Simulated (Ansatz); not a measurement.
# Ca on Nb(110): change of the work function, part 3 of 3

Wanted: Δφ(θ) for Ca/Nb(110), starting from the hollow site.

Ansatz 0.2.0; plane-wave DFT, PBE, Ansatz PAW.

So far, work function, upper face (eV): step 2 (the clean slab) 4.49; step 3 (37 atoms, coverage 0.111 ML, cell 3x3) 2.73.

**4. Adsorbate added, k-mesh 6×6×1, coverage 0.25 ML**

System of this step: Ca/Nb(110). The cell holds 17 atoms: 16 Nb and 1 Ca. Cell: a = 5.716 Å, b = 5.716 Å, c = 28.069 Å, α = 90.0°, β = 90.0°, γ = 70.5°. Vacuum lies along c.

Another coverage, to see how the dipoles act on each other as their distance changes.

input.yaml

```yaml
crystal:
  lattice:
    - [4.6669047558, -3.3, 0.0]
    - [4.6669047558, 3.3, 0.0]
    - [0.0, 0.0, 28.0685224909]
  atoms:
    - { symbol: Nb, position: [0.0, 0.0, 0.3206438815] }
    - { symbol: Nb, position: [0.25, 0.25, 0.403778018] }
    - { symbol: Nb, position: [0.0, 0.0, 0.4879515619] }
    - { symbol: Nb, position: [0.25, 0.25, 0.5681320161] }
    - { symbol: Nb, position: [0.0, 0.5, 0.3206438815] }
    - { symbol: Nb, position: [0.25, 0.75, 0.403778018] }
    - { symbol: Nb, position: [0.0, 0.5, 0.4879515619] }
    - { symbol: Nb, position: [0.25, 0.75, 0.5681320161] }
    - { symbol: Nb, position: [0.5, 0.0, 0.3206438815] }
    - { symbol: Nb, position: [0.75, 0.25, 0.403778018] }
    - { symbol: Nb, position: [0.5, 0.0, 0.4879515619] }
    - { symbol: Nb, position: [0.75, 0.25, 0.5681320161] }
    - { symbol: Nb, position: [0.5, 0.5, 0.3206438815] }
    - { symbol: Nb, position: [0.75, 0.75, 0.403778018] }
    - { symbol: Nb, position: [0.5, 0.5, 0.4879515619] }
    - { symbol: Nb, position: [0.75, 0.75, 0.5681320161] }
    - { symbol: Ca, position: [0.42, 0.42, 0.6793561185] }
kpoints:
  mp_grid: { grid: [6, 6, 1] }
hamiltonian:
  xc: pbe
scf:
  occupations: { method: fermi_dirac, width: 0.1 }
  convergence: { dr2_threshold: 1.0e-08 }
efield:
  axis: 3
  dipole_correction: true
  ramp_position: 0.97
  ramp_width: 0.06
relax:
  f_tol: 0.02
  max_steps: 60
  constraints: [{ sites: [0, 1, 4, 5, 8, 9, 12, 13] }]
output:
  dos: { projected: true, e_range: [-8, 4] }
  write_potential: true
  write_density: true
  volumetric_format: npy
  elf: true
```

Command:

```console
ansatz run input.yaml --threads 4 --pin off --max-ram 16384MiB --backend cpu --events-out ev --progress --plain --runs-dir out
```

Numbers of over 12 decimals in the logs are rounded to 6 here.

The log of the run:

```text
[...]
Crystal: 17 atoms, lattice volume = 864.555 Å³
Basis set: ecut = 420 eV, 16877 PW (Γ), exchange–correlation on 80×80×384 points (8 copies of the dense FFT grid, shifted against one another)
Bands: 131, of which v1, the nominal top of the filled ones, is band 109 counted from 1 (108 counted from 0)
Symmetry: 2 space group operations
[...]
k-points: 13 of 36 (time reversal used)
[...]
SCF iter   1: F=—  HF=-74646.408077 eV  |F-HF|=—  |Δ(HF+E_count)|=         —  Δρ=8.76e-3  dr2=1.23e1  ethr=1.77e-3  p=0.521 e·Å  D=1.09e-1 V/Å  ΔV_dip=-3.06 eV  dr2_dipole=4.61e0  V_vac-E_F(+/−)=1.87/4.93 eV  ⟨swp⟩=14.5  Hψ=9902  notcnv=0
[...]
SCF iter  11: F=-74645.967512 eV  HF=-74645.967512 eV  |F-HF|=1.89e-9  |Δ(HF+E_count)|=   3.34e-8  Δρ=5.58e-7  dr2=9.66e-9  ethr=4.59e-12  p=0.331 e·Å  D=6.92e-2 V/Å  ΔV_dip=-1.94 eV  dr2_dipole=1.25e-9  V_vac-E_F(+/−)=2.57/4.52 eV  ⟨swp⟩=13.5  Hψ=12663  notcnv=0
SCF 1 converged in 11 iterations: F = -74645.967512 eV  dr2 = 9.66e-9
[...]
relax step   1: F+E_penalty+E_count = -74645.96751230 eV  Δ(F+E_penalty+E_count) = +0.000e0 eV  max|allowed force component| = 9.964e-1 eV/Å  Δτ_max = 0.0000 Å  (11 SCF iters, accepted)
[...]
SCF iter  10: F=-74646.119629 eV  HF=-74646.119629 eV  |F-HF|=1.64e-9  |Δ(HF+E_count)|=   3.64e-8  Δρ=6.59e-7  dr2=7.45e-9  ethr=1.00e-12  p=0.370 e·Å  D=7.73e-2 V/Å  ΔV_dip=-2.17 eV  dr2_dipole=3.73e-11  V_vac-E_F(+/−)=2.35/4.52 eV  ⟨swp⟩=12.8  Hψ=12650  notcnv=0
SCF 2 converged in 10 iterations: F = -74646.119629 eV  dr2 = 7.45e-9
relax step   2: F+E_penalty+E_count = -74646.11962887 eV  Δ(F+E_penalty+E_count) = -1.521e-1 eV  max|allowed force component| = 8.207e-1 eV/Å  Δτ_max = 0.1948 Å  (10 SCF iters, accepted)
SCF iter   1: F=—  HF=-74646.328597 eV  |F-HF|=—  |Δ(HF+E_count)|=         —  Δρ=4.14e-3  dr2=1.58e0  ethr=2.24e-3  p=0.370 e·Å  D=7.73e-2 V/Å  ΔV_dip=-2.17 eV  dr2_dipole=3.43e-1  V_vac-E_F(+/−)=2.36/4.53 eV  ⟨swp⟩=6.4  Hψ=4366  notcnv=0
[...]
SCF iter   9: F=-74646.272214 eV  HF=-74646.272214 eV  |F-HF|=1.29e-8  |Δ(HF+E_count)|=   7.40e-8  Δρ=7.37e-7  dr2=9.01e-9  ethr=4.59e-12  p=0.402 e·Å  D=8.41e-2 V/Å  ΔV_dip=-2.36 eV  dr2_dipole=1.65e-13  V_vac-E_F(+/−)=2.15/4.52 eV  ⟨swp⟩=12.7  Hψ=12853  notcnv=0
SCF 3 converged in 9 iterations: F = -74646.272214 eV  dr2 = 9.01e-9
relax step   3: F+E_penalty+E_count = -74646.27221433 eV  Δ(F+E_penalty+E_count) = -1.526e-1 eV  max|allowed force component| = 2.166e-1 eV/Å  Δτ_max = 0.1950 Å  (9 SCF iters, accepted)
[...]
relax step   4: F+E_penalty+E_count = -74646.28806644 eV  Δ(F+E_penalty+E_count) = -1.585e-2 eV  max|allowed force component| = 6.200e-2 eV/Å  Δτ_max = 0.1312 Å  (9 SCF iters, accepted)
[...]
relax step   5: F+E_penalty+E_count = -74646.29153254 eV  Δ(F+E_penalty+E_count) = -3.466e-3 eV  max|allowed force component| = 3.274e-2 eV/Å  Δτ_max = 0.1027 Å  (9 SCF iters, accepted)
[...]
relax step   6: F+E_penalty+E_count = -74646.29689745 eV  Δ(F+E_penalty+E_count) = -5.365e-3 eV  max|allowed force component| = 4.560e-2 eV/Å  Δτ_max = 0.1950 Å  (9 SCF iters, accepted)
[...]
relax step   7: F+E_penalty+E_count = -74646.30114090 eV  Δ(F+E_penalty+E_count) = -4.243e-3 eV  max|allowed force component| = 3.708e-2 eV/Å  Δτ_max = 0.1987 Å  (9 SCF iters, accepted)
[...]
relax step   8: F+E_penalty+E_count = -74646.30304729 eV  Δ(F+E_penalty+E_count) = -1.906e-3 eV  max|allowed force component| = 2.819e-2 eV/Å  Δτ_max = 0.1951 Å  (9 SCF iters, accepted)
[...]
relax step   9: F+E_penalty+E_count = -74646.30306321 eV  Δ(F+E_penalty+E_count) = -1.592e-5 eV  max|allowed force component| = 3.896e-2 eV/Å  Δτ_max = 0.0097 Å  (8 SCF iters, accepted)
SCF iter   1: F=—  HF=-74646.303601 eV  |F-HF|=—  |Δ(HF+E_count)|=         —  Δρ=2.71e-4  dr2=9.00e-4  ethr=1.28e-5  p=0.410 e·Å  D=8.58e-2 V/Å  ΔV_dip=-2.41 eV  dr2_dipole=1.66e-8  V_vac-E_F(+/−)=2.11/4.52 eV  ⟨swp⟩=2.1  Hψ=2866  notcnv=0
[...]
SCF iter   7: F=-74646.303461 eV  HF=-74646.303461 eV  |F-HF|=7.28e-10  |Δ(HF+E_count)|=   1.82e-8  Δρ=4.80e-7  dr2=3.75e-9  ethr=4.59e-12  p=0.410 e·Å  D=8.58e-2 V/Å  ΔV_dip=-2.41 eV  dr2_dipole=2.01e-10  V_vac-E_F(+/−)=2.11/4.52 eV  ⟨swp⟩=10.8  Hψ=12049  notcnv=0
SCF 10 converged in 7 iterations: F = -74646.303461 eV  dr2 = 3.75e-9
relax step  10: F+E_penalty+E_count = -74646.30346071 eV  Δ(F+E_penalty+E_count) = -3.975e-4 eV  max|allowed force component| = 5.260e-3 eV/Å  Δτ_max = 0.0076 Å  (7 SCF iters, accepted)
[...]
SCF converged after 7 iterations
Free energy (F): -74646.303461 eV
[...]
Internal energy: -74645.561559 eV  (E = F + TS)
E sigma→0 (E₀):  -74645.932510 eV
Entropy (-TS):   -0.741902 eV (-43.641 meV/atom)
Fermi energy:    4.278328 eV
Dipole field:    D = 0.085797 V/Å  (p = 0.409925 e·Å, saw-weighted, corrected)
Work function:   Φ+ = 2.1081 eV   Φ− = 4.5164 eV
[...]
--- Forces (eV/Å), atoms counted from 1 ---
  atom   1  Nb     0.00010110     0.00000000     0.30811334
  atom   2  Nb    -0.01946621     0.00000000    -0.36576674
  atom   3  Nb    -0.00051101     0.00000000     0.00203623
  atom   4  Nb    -0.00355766     0.00000000     0.00124507
  atom   5  Nb     0.00006426     0.00007664     0.34340954
  atom   6  Nb    -0.00042986    -0.03952259    -0.29896660
  atom   7  Nb     0.00021739    -0.00043245     0.00015008
  atom   8  Nb     0.00109650     0.00526036    -0.00020984
  atom   9  Nb     0.00006426    -0.00007664     0.34340954
  atom  10  Nb    -0.00042986     0.03952259    -0.29896660
  atom  11  Nb     0.00021739     0.00043245     0.00015008
  atom  12  Nb     0.00109650    -0.00526036    -0.00020984
  atom  13  Nb    -0.00004603     0.00000000     0.33457202
  atom  14  Nb     0.01839671     0.00000000    -0.36660937
  atom  15  Nb    -0.00036111     0.00000000    -0.00139992
  atom  16  Nb     0.00445923     0.00000000    -0.00058627
  atom  17  Ca    -0.00086934     0.00000000    -0.00038087
  max |Σ_I F_I| component: 4.22e-5 eV/Å
--- Band table (eV; the first three rows and the last of 13) ---
  k-point 0: bands = [... 105 lower, 4.3492, 4.3821, 4.4021, 4.5019, 4.9291, 4.9511, 5.3935, 5.4822, ... 18 higher]
  k-point 1: bands = [... 105 lower, 4.2231, 4.3043, 4.3515, 4.5486, 4.7906, 4.9947, 5.0380, 5.1250, ... 18 higher]
  k-point 2: bands = [... 105 lower, 3.9509, 4.0282, 4.0485, 4.1800, 4.3845, 4.4744, 4.5481, 4.5945, ... 18 higher]
  k-point 12: bands = [... 105 lower, 4.0717, 4.0987, 4.2311, 4.3458, 4.3813, 4.4384, 4.4458, 4.4495, ... 18 higher]
--- Relaxed structure (10 steps of the walk, 10 accepted, 0 SCFs on fresh bases) ---
  F+E_penalty+E_count = -74646.30346071 eV   max|allowed force component| = 5.260e-3 eV/Å
  atoms:
    - { symbol: Nb, position: [0.0, 0.0, 0.320644] }
    - { symbol: Nb, position: [0.25, 0.25, 0.403778] }
    - { symbol: Nb, position: [-2.0847391227543538e-5, -2.0847391227543538e-5, 0.487062] }
    - { symbol: Nb, position: [0.251732, 0.251732, 0.570804] }
    - { symbol: Nb, position: [0.0, 0.5, 0.320644] }
    - { symbol: Nb, position: [0.25, 0.75, 0.403778] }
    - { symbol: Nb, position: [-2.503533428260818e-5, 0.499972, 0.487891] }
    - { symbol: Nb, position: [0.248729, 0.751141, 0.567804] }
    - { symbol: Nb, position: [0.5, 0.0, 0.320644] }
    - { symbol: Nb, position: [0.75, 0.25, 0.403778] }
    - { symbol: Nb, position: [0.499972, -2.503533428260818e-5, 0.487891] }
    - { symbol: Nb, position: [0.751141, 0.248729, 0.567804] }
    - { symbol: Nb, position: [0.5, 0.5, 0.320644] }
    - { symbol: Nb, position: [0.75, 0.75, 0.403778] }
    - { symbol: Nb, position: [0.499966, 0.499966, 0.487647] }
    - { symbol: Nb, position: [0.748194, 0.748194, 0.570764] }
    - { symbol: Ca, position: [0.500721, 0.500721, 0.662692] }
```

It took 8.3 min on 4 threads of Arm Neoverse V1, shared host; peak memory 3.1 GiB; 32 min of CPU time.

The steps of the relaxation:

```csv
step,energy less that of the first step (eV),largest force component (eV/Å)
1,0.0000,0.9964
2,-0.1521,0.8207
3,-0.3047,0.2166
4,-0.3206,0.0620
5,-0.3240,0.0327
6,-0.3294,0.0456
7,-0.3336,0.0371
8,-0.3355,0.0282
9,-0.3356,0.0390
10,-0.3359,0.0053
```

Forces are held to the 2 operations that the run works with; a distortion that breaks them can't arise in this run.

The atoms that moved most (Å):

```csv
atom,dx,dy,dz,length
Ca17,0.753,0.000,-0.468,0.887
Nb4,0.016,0.000,0.075,0.077
Nb16,-0.017,0.000,0.074,0.076
Nb3,0.000,0.000,-0.025,0.025
Nb12,-0.001,-0.008,-0.009,0.012
Nb8,-0.001,0.008,-0.009,0.012
Nb15,0.000,0.000,-0.009,0.009
```

Final coordinates:

```cif
data_structure
_symmetry_space_group_name_H-M 'P 1'
_symmetry_Int_Tables_number 1
_cell_length_a 5.7158
_cell_length_b 5.7158
_cell_length_c 28.0685
_cell_angle_alpha 90.000
_cell_angle_beta 90.000
_cell_angle_gamma 70.529
_cell_volume 864.55
loop_
_atom_site_label
_atom_site_type_symbol
_atom_site_fract_x
_atom_site_fract_y
_atom_site_fract_z
_atom_site_occupancy
Nb1 Nb 0.00000 0.00000 0.32064 1
Nb2 Nb 0.25000 0.25000 0.40378 1
Nb3 Nb 0.99998 0.99998 0.48706 1
Nb4 Nb 0.25173 0.25173 0.57080 1
Nb5 Nb 0.00000 0.50000 0.32064 1
Nb6 Nb 0.25000 0.75000 0.40378 1
Nb7 Nb 0.99997 0.49997 0.48789 1
Nb8 Nb 0.24873 0.75114 0.56780 1
Nb9 Nb 0.50000 0.00000 0.32064 1
Nb10 Nb 0.75000 0.25000 0.40378 1
Nb11 Nb 0.49997 0.99997 0.48789 1
Nb12 Nb 0.75114 0.24873 0.56780 1
Nb13 Nb 0.50000 0.50000 0.32064 1
Nb14 Nb 0.75000 0.75000 0.40378 1
Nb15 Nb 0.49997 0.49997 0.48765 1
Nb16 Nb 0.74819 0.74819 0.57076 1
Ca17 Ca 0.50072 0.50072 0.66269 1
```

Numbers from this step:

| Quantity | Value |
| --- | --- |
| energy at zero smearing | -74645.9325 eV |
| work function, upper face | 2.108 eV |
| work function, lower face | 4.516 eV |
| dipole along the normal | 0.4099 e·Å |
| step between the vacuum levels | -2.408 eV |

Running mean over 2.333 Å of the planar mean; the ramp of the sawtooth is left out. Table of electron's electrostatic potential energy less the Fermi level by z:

```csv
z (Å),electron's electrostatic potential energy less the Fermi level (eV)
4,4.51
5,4.50
6,4.33
7,2.79
8,-5.88
9,-11.0
10,-11.0
11,-10.9
12,-10.8
13,-10.8
14,-11.1
15,-11.4
16,-11.0
17,-6.40
18,-0.537
19,-0.400
20,0.865
21,1.85
22,2.05
23,2.10
24,2.11
```

The density of states has structure finer than the step of the table below, so its rows give means over 0.25 eV, whole bins alone (the curve runs from -8 to 1.38 eV). Peaks (eV: height): -2.800: 28.1, -1.530: 44.6, -1.470: 46.9, -1.350: 40.4, -0.960: 27.8, -0.420: 35.8, -0.270: 30.8.

Table of density of states by energy, zero at the Fermi level; means over each step:

```csv
energy (eV),density of states (states/eV a cell)
-5.75,0
-5.50,0.500
-5.25,0.928
-5.00,1.01
-4.75,1.08
-4.50,2.00
-4.25,2.65
-4.00,3.14
-3.75,2.86
-3.50,9.84
-3.25,18.0
-3.00,15.0
-2.75,23.6
-2.50,23.7
-2.25,18.7
-2.00,14.5
-1.75,14.3
-1.50,36.9
-1.25,30.5
-1.00,23.1
-0.75,20.1
-0.50,29.7
-0.25,27.0
0.00,24.1
0.25,16.5
0.50,15.4
0.75,16.1
1.00,17.1
1.25,16.1
```

Projected DOS per atom over height of the atomic layer and energy from the Fermi level. Layers: Nb4 Nb4 Nb4 Nb4 Ca from below.

Values in states/eV, 22 rows by 5 columns, each cell a mean:
```
1.02 0.57 0.54 0.95 0.33
0.89 0.59 0.62 1.15 0.45
1.28 0.61 0.65 1.17 0.69
1.59 1.29 1.38 1.75 0.41
2.21 1.38 1.37 1.47 0.17
1.60 1.12 1.09 1.64 0.17
1.95 2.15 1.96 2.14 0.67
0.67 0.77 0.95 1.17 0.58
1.24 1.15 1.04 1.24 0.07
1.35 1.51 1.53 1.39 0.08
0.72 1.21 1.31 0.83 0.07
0.42 0.70 0.77 0.49 0.06
0.17 0.20 0.19 0.20 0.03
0.13 0.16 0.15 0.15 0.02
0.04 0.09 0.10 0.05 0.00
0.03 0.08 0.08 0.04 0.00
0.00 0.01 0.01 0.01 0.00
0.00 0.00 0.00 0.00 0.00
0.00 0.00 0.00 0.00 0.00
0.00 0.00 0.00 0.00 0.00
0.00 0.00 0.00 0.00 0.00
0.00 0.00 0.00 0.00 0.00
```
Columns: height of the atomic layer (Å) from 9 to 18.6 (not evenly spaced); rows upwards: energy from the Fermi level (eV) from -7.96 to 1.34.

ELF in the ca plane at fractional y = 0.500, with atoms of Nb and Ca within 0.2 Å of it. It is the smooth field of the valence electrons, not physical close to the nuclei.

Ten even steps from '0' (0.00) to '9' (0.85), each cell a mean:
```
77345434425868734543345655432110000000000000
74244334433687424433345665432211100000000000
33454333443233244433346653111222210000000000
34553233554323455433356420000123321100000000
33354333443333244433455213421013443100000000
74244334433687424433453269984113554210000000
77345434425867733443552399996113565310000000
68445444426837733544552499997212565310000000
86345334424888524433452289995113564310000000
53344333432465234433454136752013553210000000
33453333554322355333455311100023432100000000
33453333554322355433346631001123221000000000
53344333432465234433345664322221100000000000
86345334424888524433345665432211000000000000
58445444426836734543455554432110000000000000
```
Columns run along c (16.0 Å, from fractional 0.33 to 0.90 of the cell), rows up along a (5.7 Å). Atoms in or near the plane, at fractional coordinates: Nb at (0.49, 0.00), Nb at (0.49, 0.50), Ca at (0.66, 0.50).

Valence density in the ca plane at fractional y = 0.500, with atoms of Nb and Ca within 0.2 Å of it. It is the smooth field of the valence electrons, not physical close to the nuclei.

Ten steps, logarithmic in the rise over the least value, from '0' (0.0 e/Å³) to '9' (5.9 e/Å³), each cell a mean:
```
98533333346999743333221110000000000000000000
76433333335787543333321110000000000000000000
54333333333454333333322111000000000000000000
33333333333333333333322111100000000000000000
54333333333454433333322223321000000000000000
86433333335787543333322357763100000000000000
98533333346999743333322479985200000000000000
98533333347999853333223589985200000000000000
97433333346898643333322468874100000000000000
65333333334566433333322245542000000000000000
43333333333344333333322222210000000000000000
43333333333344333333322111000000000000000000
65333333334566433333322110000000000000000000
97433333336898643333221110000000000000000000
98533333347999853333221100000000000000000000
```
Columns run along c (16.0 Å, from fractional 0.33 to 0.90 of the cell), rows up along a (5.7 Å). Atoms in or near the plane, at fractional coordinates: Nb at (0.49, 0.00), Nb at (0.49, 0.50), Ca at (0.66, 0.50).

Electrostatic potential energy in the ca plane at fractional y = 0.500, with atoms of Nb and Ca within 0.2 Å of it. With pseudopotentials it is smooth inside the atoms' cores, unlike the true potential.

Values in eV, 8 rows by 16 columns, each cell a mean:
```
-32   4   4  -5 -49 -14   5   6   8   8   7   7   7   7   7   7
 -1   4   2   4  -4   3   3   4   7   5   5   6   7   7   7   7
 -6   4   3   3 -13   0   3   4   2  -9   1   6   7   7   7   7
-40   4   5  -8 -58 -18   5   6 -10 -51  -9   5   7   7   7   7
-33   4   4  -5 -49 -14   5   5  -7 -41  -6   5   7   7   7   7
  0   4   2   4  -4   3   3   4   4  -2   3   6   7   7   7   7
 -6   4   3   3 -13   0   3   4   7   6   6   7   7   7   7   7
-40   4   5  -8 -57 -19   5   6   8   8   7   7   7   7   7   7
```
Columns run along c (16.0 Å, from fractional 0.33 to 0.90 of the cell; values clipped at the 3rd and 97th percentile), rows up along a (5.7 Å). Atoms in or near the plane, at fractional coordinates: Nb at (0.49, 0.00), Nb at (0.49, 0.50), Ca at (0.66, 0.50).

The relaxation took 10 steps and lowered the energy by 0.34 eV; the largest force on the free atoms ends at 0.0053 eV/Å.

By hand: a sheet of dipoles makes a step −p/(ε₀A) in the electron's potential. With e/ε₀ = 180.95 V·Å, p = 0.4099 e·Å and A = 30.80 Å², that is −180.95 × (0.4099) / 30.80 = -2.408 eV, and the two vacuum levels of the run differ by -2.408 eV.

The covered face has 2.11 eV, -2.38 eV against the clean one; the bare back face has moved by -0.01 eV, a measure of how thin the slab is.

**5. Work function against coverage**

This step: plane-wave DFT, PBE, Ansatz PAW; work function against coverage (Ansatz 0.2.0).

The runs are now put side by side.

Numbers from this step:

```
work function of the clean face     : 4.492 eV
largest change of the work function : -2.384 eV
```

The work function of the covered face by coverage:

```csv
coverage (adsorbates/nm²),work function of the covered face (eV)
0.00,4.49
1.44,2.73
3.25,2.11
```

The dipole per adsorbate comes from the change of the cell's dipole. Coverage, by row:

```csv
coverage (1/nm²),coverage (ML),work function (eV),change (eV),"dipole per adsorbate, positive end outwards (debye)",mean height of the added atoms over the highest substrate atom (Å)
1.443,0.1111,2.731,-1.761,3.236,2.557
3.247,0.25,2.108,-2.384,1.939,2.579
```

**6. Summary of results**

| Quantity | Value |
| --- | --- |
| work function of the clean face | 4.49 eV |
| work function at 0.11 ML | 2.73 eV |
| work function at 0.25 ML | 2.11 eV |
| dipole per adsorbate at 0.11 ML, positive end outwards | 3.24 D |

Ca lowers the work function of Nb(110) at the lowest coverage, by 1.76 eV: the adsorbate layer has its positive end outwards. The slab has 4 layers, at the tabulated experimental lattice constant, one starting site was run, and quantum-size effects of a slab this thin can reach one or two tenths of an eV.

[Logs are printed without paths, hosts, clocks, repeated set-up lines and the standing remarks that a program may print on its own settings, such as how far it seeks lower states.]

[Hosts, paths, dates, database ids (printed as entryN), source tags and the programs' standing remarks are cut or masked in the printed files.]

[Maps of the electrostatic potential energy from Ansatz leave out the sawtooth potential of an applied field or a dipole correction, so their vacuum need not be flat; planar profiles and work functions include it.]

[The density of states shown here was stored with 400 of the rows of the run's finer table, so its peaks can read low, often by over a quarter, or be missed, and its means over a window can be off by a tenth or more.]
